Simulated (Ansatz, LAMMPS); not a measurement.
## A frame of liquid 52SiO2-48Li2O (mol %) from 2790 K (69 atoms): geometry optimisation

Aim: bring a frame of liquid 52SiO2-48Li2O (mol %) from 2790 K (69 atoms) to a nearby minimum of the energy and see what moves.

Method: Kohn-Sham DFT, revPBE, PAW (set soft_2), plane waves, in Ansatz 0.2.0.

## (1) Set-up

The cell holds 69 atoms: 12 Si, 22 Li and 35 O. Cell: a = 9.078 Å, b = 9.078 Å, c = 9.078 Å, α = 90.0°, β = 90.0°, γ = 90.0°. 69 atoms (12 Si, 22 Li, 35 O) placed at random at 2.33 g/cm³, melted at 4000 K for 10 ps at fixed volume with the Morse and Coulomb pair potential with partial charges (Pedone, Malavasi, Menziani, Cormack and Segre, J. Phys. Chem. B 110, 11780 (2006)). Snapshot at the end of a hold of 10 ps at 2790 K and fixed volume.

What the set-up can't give: The network of bonds at the start is that of the classical potential that made the cell. The Brillouin zone is sampled at Γ only, in a cell whose shortest periodic width is 9 Å.

## (2) The classical run that made the cell

A classical potential supplies the starting structure, since it reaches far longer times than DFT.

This step: classical MD, Morse and Coulomb pair potential with partial charges (Pedone, Malavasi, Menziani, Cormack and Segre, J. Phys. Chem. B 110, 11780 (2006)) (LAMMPS 22 Jul 2025 - Update 4).

The input, in.lmp:

```
# melt-quench of Si12Li22O35
units metal
atom_style charge
boundary p p p
region box block 0 9.0778 0 9.0778 0 9.0778
create_box 3 box
mass 1 28.0850   # Si
mass 2 6.9400   # Li
mass 3 15.9990   # O
create_atoms 1 random 12 207309 NULL overlap 1.5 maxtry 2000
create_atoms 2 random 22 207316 NULL overlap 1.5 maxtry 2000
create_atoms 3 random 35 207323 NULL overlap 1.5 maxtry 2000
pair_style hybrid/overlay pedone 5.5 coul/long 8.0
pair_coeff * * coul/long
pair_coeff 1 3 pedone 0.340554 2.006700 2.100000 1   # Si-O
pair_coeff 2 3 pedone 0.001114 3.429506 2.681360 1   # Li-O
pair_coeff 3 3 pedone 0.042395 1.379316 3.618701 22   # O-O
set type 1 charge 2.4
set type 2 charge 0.6
set type 3 charge -1.2
kspace_style pppm 1.0e-4
neigh_modify delay 0 every 1 check yes
thermo_style custom step time temp pe press density
thermo_modify norm yes
timestep 0.002
thermo 100
min_style cg
minimize 1e-4 1e-4 200 2000
reset_timestep 0
velocity all create 4000 207310 mom yes dist gaussian
fix lim all nve/limit 0.05
fix lan all langevin 4000 4000 0.2 207311 zero yes
thermo 500
run 1000 post no
# [... 10 lines left out ...]
compute msd all msd com yes
thermo 1250
fix md all nvt temp 2790 2790 0.2
run 5000 post no
print "== T2790: mean square displacement over the hold $(c_msd[4]:%.2f) A^2"
unfix md
uncompute msd
write_dump all custom T2790.dump id type xs ys zs modify sort id
```

Started as:

```sh
> lmp -in in.lmp -log none -nocite
```

Numbers of over 12 decimals in the logs are rounded to 6 here.

What it wrote:

```text
LAMMPS (22 Jul 2025 - Update 4)
Created orthogonal box = (0 0 0) to (9.0778 9.0778 9.0778)
Created 12 atoms
Created 22 atoms
Created 35 atoms
PPPM initialization ...
  G vector (1/distance) = 0.37260805
  grid = 9 9 9
  estimated relative force accuracy = 7.7414214e-05
   Step          Time           Temp          PotEng         Press         Density
         0   0              0             -1.9612051      717420.82      2.3300109
        61   0.122          0             -11.118581      13760.768      2.3300109
Loop time of 0.0221165 s on 1 MPI rank(s) for 61 steps with 69 atoms
Minimization stats:
  Stopping criterion = energy tolerance
[... 18 lines left out ...]
Loop time of 1.12698 s on 1 MPI rank(s) for 5000 steps with 69 atoms
   Step          Time           Temp          PotEng         Press         Density
[... 5 lines left out ...]
Loop time of 1.10831 s on 1 MPI rank(s) for 5000 steps with 69 atoms
   Step          Time           Temp          PotEng         Press         Density
[... 2 lines left out ...]
     12500   25             2646.5098     -10.813778      95968.341      2.3300109
     13750   27.5           3376.6779     -10.790168      103302.72      2.3300109
     15000   30             2926.1462     -10.822255      90803.184      2.3300109
     16000   32             2887.5239     -10.82249       94905.068      2.3300109
Loop time of 1.06876 s on 1 MPI rank(s) for 5000 steps with 69 atoms
== T2790: mean square displacement over the hold 70.83 A^2
```

It took 3.7 s on 1 thread of AMD EPYC 9R45, shared host; peak memory 0.07 GiB.

## (3) Single point at the start

The forces at the start show how far the geometry lies from a minimum of this functional.

The input, input.yaml:

```yaml
crystal:
  lattice:
    - [9.0778, 0.0, 0.0]
    - [0.0, 9.0778, 0.0]
    - [0.0, 0.0, 9.0778]
  atoms:
    - { symbol: Si, position: [0.43049, 0.76262, 0.61441] }
    - { symbol: Si, position: [0.37685, 0.92647, 0.91014] }
    - { symbol: Si, position: [0.71176, 0.82494, 0.90743] }
    - { symbol: Si, position: [0.99151, 0.65624, 0.27688] }
    - { symbol: Si, position: [0.46504, 0.57006, 0.19881] }
    - { symbol: Si, position: [0.29667, 0.07981, 0.65428] }
    - { symbol: Si, position: [0.24653, 0.48961, 0.38596] }
    - { symbol: Si, position: [0.81008, 0.33206, 0.78049] }
    - { symbol: Si, position: [0.6471, 0.20322, 0.29982] }
    - { symbol: Si, position: [0.5102, 0.52313, 0.84204] }
    - { symbol: Si, position: [0.71548, 0.50107, 0.4118] }
    - { symbol: Si, position: [0.9653, 0.80363, 0.77582] }
    - { symbol: Li, position: [0.01422, 0.88522, 0.04483] }
    - { symbol: Li, position: [0.84529, 0.58483, 0.62437] }
    - { symbol: Li, position: [0.44184, 0.94776, 0.28162] }
    - { symbol: Li, position: [0.26459, 0.20391, 0.36954] }
    - { symbol: Li, position: [0.96056, 0.12325, 0.01206] }
    - { symbol: Li, position: [0.23586, 0.99158, 0.28922] }
    - { symbol: Li, position: [0.58339, 0.13994, 0.97474] }
    - { symbol: Li, position: [0.95557, 0.5109, 0.95442] }
    - { symbol: Li, position: [0.98988, 0.98988, 0.42154] }
    - { symbol: Li, position: [0.3943, 0.42475, 0.62877] }
    - { symbol: Li, position: [0.14466, 0.82297, 0.48199] }
    - { symbol: Li, position: [0.61749, 0.22159, 0.55625] }
    - { symbol: Li, position: [0.13567, 0.3375, 0.82397] }
    - { symbol: Li, position: [0.6744, 0.83764, 0.28328] }
    - { symbol: Li, position: [0.77372, 0.47356, 0.07145] }
    - { symbol: Li, position: [0.18711, 0.12936, 0.02931] }
    - { symbol: Li, position: [0.45116, 0.30779, 0.03442] }
    - { symbol: Li, position: [0.22895, 0.5969, 0.89152] }
    - { symbol: Li, position: [0.05612, 0.29445, 0.58927] }
    - { symbol: Li, position: [0.82045, 0.9735, 0.60761] }
    - { symbol: Li, position: [0.71748, 0.75424, 0.57969] }
    - { symbol: Li, position: [0.00081, 0.34408, 0.33979] }
    - { symbol: O, position: [0.44687, 0.13983, 0.65449] }
    - { symbol: O, position: [0.45599, 0.74655, 0.22908] }
    - { symbol: O, position: [0.49425, 0.54095, 0.02818] }
    - { symbol: O, position: [0.92404, 0.32438, 0.94437] }
    - { symbol: O, position: [0.84101, 0.94135, 0.86392] }
    - { symbol: O, position: [0.07465, 0.6955, 0.84893] }
    - { symbol: O, position: [0.76808, 0.70114, 0.81624] }
    - { symbol: O, position: [0.5513, 0.84214, 0.53807] }
    - { symbol: O, position: [0.10031, 0.60922, 0.39394] }
    - { symbol: O, position: [0.97219, 0.7865, 0.61786] }
    - { symbol: O, position: [0.2248, 0.01312, 0.48937] }
    - { symbol: O, position: [0.19408, 0.365, 0.47335] }
    - { symbol: O, position: [0.30051, 0.47376, 0.24087] }
    - { symbol: O, position: [0.02099, 0.83582, 0.27089] }
    - { symbol: O, position: [0.71621, 0.81849, 0.07988] }
    - { symbol: O, position: [0.39416, 0.087, 0.00235] }
    - { symbol: O, position: [0.94193, 0.41697, 0.69942] }
    - { symbol: O, position: [0.15617, 0.15902, 0.74435] }
    - { symbol: O, position: [0.34346, 0.59233, 0.48167] }
    - { symbol: O, position: [0.45721, 0.6471, 0.74331] }
    - { symbol: O, position: [0.71459, 0.04836, 0.34139] }
    - { symbol: O, position: [0.49007, 0.23229, 0.34812] }
    - { symbol: O, position: [0.09337, 0.21006, 0.20568] }
    - { symbol: O, position: [0.63663, 0.54179, 0.55996] }
    - { symbol: O, position: [0.37427, 0.40793, 0.85185] }
    - { symbol: O, position: [0.81975, 0.64684, 0.41006] }
    - { symbol: O, position: [0.64015, 0.22617, 0.12431] }
    - { symbol: O, position: [0.76733, 0.19292, 0.70673] }
    - { symbol: O, position: [0.75874, 0.33471, 0.38857] }
    - { symbol: O, position: [0.53887, 0.88007, 0.87982] }
    - { symbol: O, position: [0.67521, 0.44094, 0.84928] }
    - { symbol: O, position: [0.60419, 0.51913, 0.27538] }
    - { symbol: O, position: [0.30621, 0.91935, 0.70575] }
    - { symbol: O, position: [0.97519, 0.54405, 0.16288] }
    - { symbol: O, position: [0.25657, 0.84676, 0.00838] }
kpoints:
  mp_grid: { grid: [1, 1, 1] }
hamiltonian:
  xc: revpbe
scf:
  occupations: { method: gaussian, width: 0.025 }
output:
  forces: true
  stress: true
  populations: true
  dos:
    method: { smearing: { sigma: 0.15 } }
    de: 0.1
    projected: { site_lists: { Li: [Li], O: [O], Si: [Si] } }
  eigenvalues: true
```

Started as:

```sh
> ansatz run input.yaml --threads 4 --pin off --max-ram 8192MiB --backend cpu --events-out ev --progress --plain --runs-dir out
```

What it wrote:

```text
Engine: ansatz 0.2.0, x86_64-unknown-linux-gnu
Pseudopotentials: kind: paw
Pseudopotential: Si, paw, valence charge 4, recommended cutoff 420 eV (normal), Si.paw.azcp
Pseudopotential: Li, paw, valence charge 3, recommended cutoff 420 eV (normal), Li.paw.azcp
Pseudopotential: O, paw, valence charge 6, recommended cutoff 420 eV (normal), O.paw.azcp
Functional definition: revPBE
  parameter kappa = 1.245
  parameter beta = 0.066725
  exchange = pbe_x(kappa = kappa, mu = beta*pi^2/3)
  correlation = pbe_c(beta = beta)
Crystal: 69 atoms, lattice volume = 748.069 Å³
Basis set: ecut = 420 eV, 14771 PW (Γ), exchange–correlation on 128×128×128 points (8 copies of the dense FFT grid, shifted against one another)
Bands: 231, of which v1, the nominal top of the filled ones, is band 162 counted from 1 (161 counted from 0)
Symmetry: 1 space group operations
Space group: P1 (ITA 1), of the structure as read, at distance tolerance 9.1e-5 Å
k-points: 1
Non-local potential: Si, projectors of the file, l = 0: 2, l = 1: 2, l = 2: 2
Non-local potential: Li, projectors of the file, l = 0: 3, l = 1: 2, l = 2: 1
Non-local potential: O, projectors of the file, l = 0: 2, l = 1: 2, l = 2: 1
PAW form: soft (Blöchl's): semilocal exchange-correlation on the pseudo side does not see the compensation charge
PAW frozen core: Si, regenerated for the run's functional, and the local potential with it (the file was generated under x = pbe(κ = 0.804, μ = 0.219515), c = pbe(β = 0.066725))
PAW frozen core: O, regenerated for the run's functional, and the local potential with it (the file was generated under x = pbe(κ = 0.804, μ = 0.219515), c = pbe(β = 0.066725))
PAW one-centre angular grid: Si, 110 points (default); XC on 64 Gauss nodes
PAW one-centre angular grid: Li, 110 points (default); XC on 64 Gauss nodes
PAW one-centre angular grid: O, 110 points (default); XC on 64 Gauss nodes
Initial density: superposition of atomic densities (neutral atoms: chi_scale 0, normalization atom), corrected by the library's trained network
Initial wavefunctions: pseudopotential atomic-orbital guess
Functional: x = revpbe(κ = 1.245, μ = 0.219515), c = pbe(β = 0.066725)
SCF iter   1: F=—  HF=-32120.001039 eV  |F-HF|=—  |Δ(HF+E_count)|=         —  Δρ=5.93e-3  dr2=3.95e-1  ethr=1.77e-3  ⟨swp⟩=6.0  Hψ=1092  notcnv=0  defer=32
preconditioner: auto → Resta (q_TF=auto, 2.373 Å⁻¹)  ε∞=3.2  [insulator: Δε(μ)=1.713 eV  Ē_g=15.215 eV  σ=0.025 eV  W_gap=1.00  n_scr=170 (ndim 8)  ℏωp=22.7 eV  f_vac=0.057  D(μ)=0.00/eV (n_scr^D=0)  ε∞_Penn≈3.2]
SCF iter   2: F=—  HF=-32119.926514 eV  |F-HF|=—  |Δ(HF+E_count)|=   7.45e-2  Δρ=3.72e-3  dr2=8.96e-2  ethr=1.22e-4  ⟨swp⟩=2.0  Hψ=377  notcnv=0  defer=64
SCF iter   3: F=—  HF=-32119.916845 eV  |F-HF|=—  |Δ(HF+E_count)|=   9.67e-3  Δρ=1.75e-3  dr2=3.72e-2  ethr=2.76e-5  ⟨swp⟩=2.0  Hψ=278  notcnv=0  defer=64
SCF iter   4: F=—  HF=-32119.912970 eV  |F-HF|=—  |Δ(HF+E_count)|=   3.88e-3  Δρ=8.46e-4  dr2=6.41e-3  ethr=1.15e-5  ⟨swp⟩=2.0  Hψ=278  notcnv=0  defer=64
SCF iter   5: F=—  HF=-32119.912767 eV  |F-HF|=—  |Δ(HF+E_count)|=   2.03e-4  Δρ=2.97e-4  dr2=8.33e-4  ethr=1.98e-6  ⟨swp⟩=2.0  Hψ=372  notcnv=0  defer=64
SCF iter   6: F=—  HF=-32119.913171 eV  |F-HF|=—  |Δ(HF+E_count)|=   4.04e-4  Δρ=1.51e-4  dr2=1.48e-4  ethr=2.57e-7  ⟨swp⟩=2.0  Hψ=292  notcnv=0  defer=64
SCF iter   7: F=—  HF=-32119.913209 eV  |F-HF|=—  |Δ(HF+E_count)|=   3.78e-5  Δρ=4.45e-5  dr2=1.62e-5  ethr=4.56e-8  ⟨swp⟩=2.0  Hψ=291  notcnv=0  defer=64
SCF iter   8: F=—  HF=-32119.914762 eV  |F-HF|=—  |Δ(HF+E_count)|=   1.55e-3  Δρ=2.57e-5  dr2=4.27e-6  ethr=5.01e-9  ⟨swp⟩=2.0  Hψ=329  notcnv=0  defer=64
SCF iter   9: F=—  HF=-32119.914764 eV  |F-HF|=—  |Δ(HF+E_count)|=   1.52e-6  Δρ=8.91e-6  dr2=5.38e-7  ethr=1.32e-9  ⟨swp⟩=2.0  Hψ=307  notcnv=0  defer=64
SCF iter  10: F=—  HF=-32119.914765 eV  |F-HF|=—  |Δ(HF+E_count)|=   7.53e-7  Δρ=3.85e-6  dr2=1.15e-7  ethr=3.09e-11  ⟨swp⟩=16.0  Hψ=1446  notcnv=0
SCF iter  11: F=-32119.914765 eV  HF=-32119.914765 eV  |F-HF|=1.70e-8  |Δ(HF+E_count)|=   1.32e-7  Δρ=2.82e-6  dr2=5.02e-8  ethr=3.09e-11  ⟨swp⟩=5.0  Hψ=799  notcnv=0
SCF 1 converged in 11 iterations: F = -32119.914765 eV  dr2 = 5.02e-8
  greatest PAW one-centre occupation: 1.000 electrons in one spin orbital (limit 2), on the Li atom at site 18 (counted from 0), in its partial waves of l = 0
SCF converged after 11 iterations
Free energy (F): -32119.914765 eV
Harris-Foulkes:  -32119.914765 eV  (|F-HF|=1.70e-8)
Internal energy: -32119.914765 eV  (E = F + TS)
E sigma→0 (E₀):  -32119.914765 eV
Fermi energy:    5.259800 eV
--- Per-component energies (eV) ---
  E_band       = -2669.008132
  E_kinetic    = 7308.464124
  E_local      = -19317.263345  (includes V_loc(G=0)·N_el)
  E_nonlocal   = 1236.749227
  E_hartree    = 6956.339499
  E_xc         = -3548.485803
  E_vxc        = -4236.428669  (∫ρ·V_xc dr)
  E_paw        = -12244.772541  (= ΣΔE_a)
  E_vpaw       = -1573.296453  (= ΣTr[D̂ρ^β])
  E_aug_tail   = 0.087746  (compensation charges beyond the density's cutoff)
  E_ewald      = -12510.264513
  E_core_change = -0.769160  (= ΣΔE_core)
  E_smearing   = -0.000000  (= −TS)
  E_closure    = 0.000000  (closes the sum)
  Σ components = -32119.914765   (vs F -32119.914765, Δ=0.00e0)
--- Forces (eV/Å), atoms counted from 1 ---
  atom   1  Si    -3.86332720    -2.08922597    -0.78724409
  atom   2  Si    -2.28869520     2.67543130     2.69459323
  atom   3  Si    -4.09226432     3.75429454     6.96135638
  atom   4  Si    -3.17046923     7.43341140     3.62005028
  atom   5  Si    -3.91299106     5.05873757    -0.62426606
  atom   6  Si    -6.73435710     3.48011537    -3.00301597
  atom   7  Si    -4.96143609     7.48220007     6.93796252
  atom   8  Si     3.83284513     3.47882716     5.25799420
  atom   9  Si     2.58665850    -0.13359153    -3.72120530
  atom  10  Si     2.12657357    -5.36669903     6.06927073
  atom  11  Si    -2.43758103     1.81146978    -0.28929905
  atom  12  Si    -3.00047887    -0.45197578     8.55349869
  atom  13  Li     0.51992909    -1.52203272     1.37925585
  atom  14  Li     0.97074612    -0.80368242     0.65508664
[...]
atom  68  O     -2.09741549    -4.34862474    -6.03080812
  atom  69  O     -1.02617658    -0.38083984    -0.50034370
  max |Σ_I F_I| component: 1.18e-4 eV/Å
--- Stress (GPa, compression-positive) ---
       10.939616       1.543680       0.393844
        1.543670      14.173386      -3.171247
        0.393840      -3.171257      17.596201
  P = ⅓ Tr σ = 14.2364 GPa (142.364 kbar)
--- Band table (eV) ---
  k-point 0: bands = ["-43.1477", "-42.1355", "-42.1063", "-41.8913", [... 215 levels ...], "14.3205", "14.4023", "14.4664", "14.5501", "14.6711", "14.7294", "14.8233", "14.8684", "14.9065", "15.0190", "15.0591", "15.0865"]
--- Löwdin populations: 69 sites ---
  site symbol       q [e]
     0     Si      2.3836
     1     Si      2.4403
     2     Si      2.3648
[...]
68      O      6.8788
  spilling = 0.012887 (of n_electrons = 324.000000)
```

Run time: 3.1 s. Hardware: 4 threads of AMD EPYC 9R45, shared host; peak memory 0.93 GiB; 11 s of CPU time.

The run gave:

```
free energy                                      : -32119.9148 eV
free energy per atom                             : -465.5060 eV/atom
SCF cycles                                       : 11
pressure                                         : 14.24 GPa
r.m.s. force component                           : 2.871 eV/Å
longest force                                    : 14.11 eV/Å
Fermi energy                                     : 5.26 eV
gap (highest filled to lowest empty level) : 1.231 eV
spilling of the projection                       : 0.01289
```

The r.m.s. force component of 2.9 eV/Å and the pressure of 14 GPa set the starting point.

Length of the force by element:

```
element  coordination  atoms  mean length of the force (eV/Å)  spread  least  most
     Li           all     22                             1.54   0.606  0.442  2.89
      O           all     35                             4.26    3.12  0.611  14.1
     Si           all     12                             7.08    2.39   3.05  11.3
```

[end of part 1 of 3]

[Logs are printed without paths, hosts, clocks, repeated set-up lines and the standing remarks that a program may print on its own settings, such as how far it seeks lower states.]

[Hosts, paths, dates, database ids (printed as entryN), source tags and the programs' standing remarks are cut or masked in the printed files.]
